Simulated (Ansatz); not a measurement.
# Ca on W(100): change of the work function, part 4 of 4

How does Ca on the hollow site change the work function of W(100) as the layer fills?

Ansatz 0.2.0; plane-wave DFT, PBE, Ansatz PAW.

So far, work function, upper face (eV): step 2 (the clean slab) 4.14; step 3 (46 atoms, coverage 0.111 ML, cell 3x3) 3.27; step 4 (21 atoms, coverage 0.25 ML, cell 2x2) 2.42.

**5. Adsorbate added, k-mesh 6×6×1, coverage 0.5 ML**

System of this step: CaW10 (Ca/W(100)). The cell holds 22 atoms: 20 W and 2 Ca. Its edges and angles: a = 6.320 Å, b = 6.320 Å, c = 26.904 Å, α = 90.0°, β = 90.0°, γ = 90.0°. Vacuum lies along c.

Another coverage, to see how the dipoles act on each other as their distance changes.

Input file input.yaml:

```yaml
crystal:
  lattice:
    - [6.32, 0.0, 0.0]
    - [0.0, 6.32, 0.0]
    - [0.0, 0.0, 26.9039152856]
  atoms:
    - { symbol: W, position: [0.0, 0.0, 0.3345238009] }
    - { symbol: W, position: [0.25, 0.25, 0.3932513125] }
    - { symbol: W, position: [0.0, 0.0, 0.4519479205] }
    - { symbol: W, position: [0.25, 0.25, 0.513077215] }
    - { symbol: W, position: [0.0, 0.0, 0.5662449557] }
    - { symbol: W, position: [0.0, 0.5, 0.3345238009] }
    - { symbol: W, position: [0.25, 0.75, 0.3932513125] }
    - { symbol: W, position: [0.0, 0.5, 0.4519479205] }
    - { symbol: W, position: [0.25, 0.75, 0.513077215] }
    - { symbol: W, position: [0.0, 0.5, 0.5662449557] }
    - { symbol: W, position: [0.5, 0.0, 0.3345238009] }
    - { symbol: W, position: [0.75, 0.25, 0.3932513125] }
    - { symbol: W, position: [0.5, 0.0, 0.4519479205] }
    - { symbol: W, position: [0.75, 0.25, 0.513077215] }
    - { symbol: W, position: [0.5, 0.0, 0.5662449557] }
    - { symbol: W, position: [0.5, 0.5, 0.3345238009] }
    - { symbol: W, position: [0.75, 0.75, 0.3932513125] }
    - { symbol: W, position: [0.5, 0.5, 0.4519479205] }
    - { symbol: W, position: [0.75, 0.75, 0.513077215] }
    - { symbol: W, position: [0.5, 0.5, 0.5662449557] }
    - { symbol: Ca, position: [0.25, 0.25, 0.6654761991] }
    - { symbol: Ca, position: [0.75, 0.75, 0.6654761991] }
kpoints:
  mp_grid: { grid: [6, 6, 1] }
hamiltonian:
  xc: pbe
scf:
  occupations: { method: fermi_dirac, width: 0.1 }
  convergence: { dr2_threshold: 1.0e-08 }
efield:
  axis: 3
  dipole_correction: true
  ramp_position: 0.97
  ramp_width: 0.06
relax:
  f_tol: 0.02
  max_steps: 60
  constraints: [{ sites: [0, 1, 5, 6, 10, 11, 15, 16] }]
output:
  dos: { projected: true, e_range: [-8, 4] }
  write_potential: true
  write_density: true
  volumetric_format: npy
  elf: true
```

Started as:

```console
ansatz run input.yaml --threads 4 --pin off --max-ram 16384MiB --backend cpu --events-out ev --progress --plain --runs-dir out
```

Log:

```text
[...]
Crystal: 22 atoms, lattice volume = 1074.607 Å³
Basis set: ecut = 420 eV, 21037 PW (Γ), exchange–correlation on 90×90×360 points (8 copies of the dense FFT grid, shifted against one another)
Bands: 180, of which v1, the nominal top of the filled ones, is band 150 counted from 1 (149 counted from 0)
Symmetry: 16 space group operations
[...]
- { symbol: W, position: [0, 0.500000, 0.452157] }
[...]
- { symbol: W, position: [0.750000, 0.750000, 0.393251] }
    - { symbol: W, position: [0.500000, 0.500000, 0.452157] }
    - { symbol: W, position: [0.750000, 0.750000, 0.512955] }
    - { symbol: W, position: [0.500000, 0.500000, 0.567487] }
    - { symbol: Ca, position: [0.250000, 0.250000, 0.649890] }
    - { symbol: Ca, position: [0.750000, 0.750000, 0.649890] }
[key lines of the parts left out:]
SCF converged after 7 iterations
Free energy (F): -211312.036371 eV
Fermi energy:    5.034331 eV
Dipole field:    D = 0.075411 V/Å  (p = 0.447842 e·Å, saw-weighted, corrected)
Work function:   Φ+ = 2.2094 eV   Φ− = 4.2382 eV
```

The job ended after 6.3 min (4 threads of Arm Neoverse V1, shared host; peak memory 4.5 GiB).

Relaxation path:

| step | energy less that of the first step (eV) | largest force component (eV/Å) |
| --- | --- | --- |
| 1 | 0.0000 | 0.9755 |
| 2 | -0.3299 | 0.6724 |
| 3 | -0.5554 | 0.1885 |
| 4 | -0.5790 | 0.0369 |
| 5 | -0.5795 | 0.0117 |

Forces are held to the 16 operations that the program found; a distortion that breaks them can't arise in this run.

The atoms that moved most (Å):

| atom | dx | dy | dz | length |
| --- | --- | --- | --- | --- |
| Ca21 | 0.000 | 0.000 | -0.419 | 0.419 |
| Ca22 | 0.000 | 0.000 | -0.419 | 0.419 |
| W5 | 0.000 | 0.000 | 0.033 | 0.033 |
| W10 | 0.000 | 0.000 | 0.033 | 0.033 |
| W15 | 0.000 | 0.000 | 0.033 | 0.033 |
| W20 | 0.000 | 0.000 | 0.033 | 0.033 |
| W9 | 0.000 | 0.000 | -0.021 | 0.021 |
| W14 | 0.000 | 0.000 | -0.021 | 0.021 |

The relaxed structure:

```
W Ca
1.0
     6.32000    0.00000    0.00000
     0.00000    6.32000    0.00000
     0.00000    0.00000   26.90392
W Ca
20 2
Direct
  0.00000 0.00000 0.33452
  0.25000 0.25000 0.39325
  0.00000 0.00000 0.45216
  0.25000 0.25000 0.51296
  0.00000 0.00000 0.56749
  0.00000 0.50000 0.33452
  0.25000 0.75000 0.39325
  0.00000 0.50000 0.45216
  0.25000 0.75000 0.51230
  0.00000 0.50000 0.56749
  0.50000 0.00000 0.33452
  0.75000 0.25000 0.39325
  0.50000 0.00000 0.45216
  0.75000 0.25000 0.51230
  0.50000 0.00000 0.56749
  0.50000 0.50000 0.33452
  0.75000 0.75000 0.39325
  0.50000 0.50000 0.45216
  0.75000 0.75000 0.51296
  0.50000 0.50000 0.56749
  0.25000 0.25000 0.64989
  0.75000 0.75000 0.64989
```

The relaxation took 5 steps and lowered the energy by 0.58 eV; the largest force on the free atoms ends at 0.012 eV/Å.

The covered face has 2.21 eV, -1.93 eV against the clean one; the bare back face has moved by -0.01 eV, a measure of how thin the slab is.

**6. Work function against coverage**

This step: plane-wave DFT, PBE, Ansatz PAW; work function against coverage (Ansatz 0.2.0).

The runs are now put side by side.

This step gave:

```
work function of the clean face     : 4.140 eV
largest change of the work function : -1.931 eV
```

Table of work function of the covered face by coverage:

| coverage (adsorbates/nm²) | work function of the covered face (eV) |
| --- | --- |
| 0.00 | 4.14 |
| 1.11 | 3.27 |
| 2.50 | 2.42 |
| 5.01 | 2.21 |

The dipole per adsorbate comes from the change of the cell's dipole. Coverage, by row:

| coverage (1/nm²) | coverage (ML) | work function (eV) | change (eV) | dipole per adsorbate, positive end outwards (debye) | mean height of the added atoms over the highest substrate atom (Å) |
| --- | --- | --- | --- | --- | --- |
| 1.113 | 0.1111 | 3.265 | -0.8747 | 2.05 | 2.02 |
| 2.504 | 0.25 | 2.418 | -1.722 | 1.81 | 2.101 |
| 5.007 | 0.5 | 2.209 | -1.931 | 1.017 | 2.217 |

**7. Outcome**

```
work function of the clean face                        : 4.14 eV
work function at 0.11 ML                               : 3.27 eV
work function at 0.25 ML                               : 2.42 eV
work function at 0.5 ML                                : 2.21 eV
dipole per adsorbate at 0.11 ML, positive end outwards : 2.05 D
```

In words: Ca lowers the work function of W(100) at the lowest coverage, by 0.87 eV: the adsorbate layer has its positive end outwards. The dipole per adsorbate falls from 2.05 to 1.02 D as the layer fills. Neighbouring dipoles depolarise each other, and heights and bonding change with coverage too. The slab has 5 layers, at the tabulated experimental lattice constant, one starting site was run, and quantum-size effects of a slab this thin can reach one or two tenths of an eV.

[Long decimals in the printed logs are rounded to 6 places.]

[Logs are printed without paths, hosts, clocks, repeated set-up lines and the standing remarks that a program may print on its own settings, such as how far it seeks lower states.]

[Hosts, paths, dates, database ids (printed as entryN), source tags and the programs' standing remarks are cut or masked in the printed files.]

[Maps of the electrostatic potential energy from Ansatz leave out the sawtooth potential of an applied field or a dipole correction, so their vacuum need not be flat; planar profiles and work functions include it.]
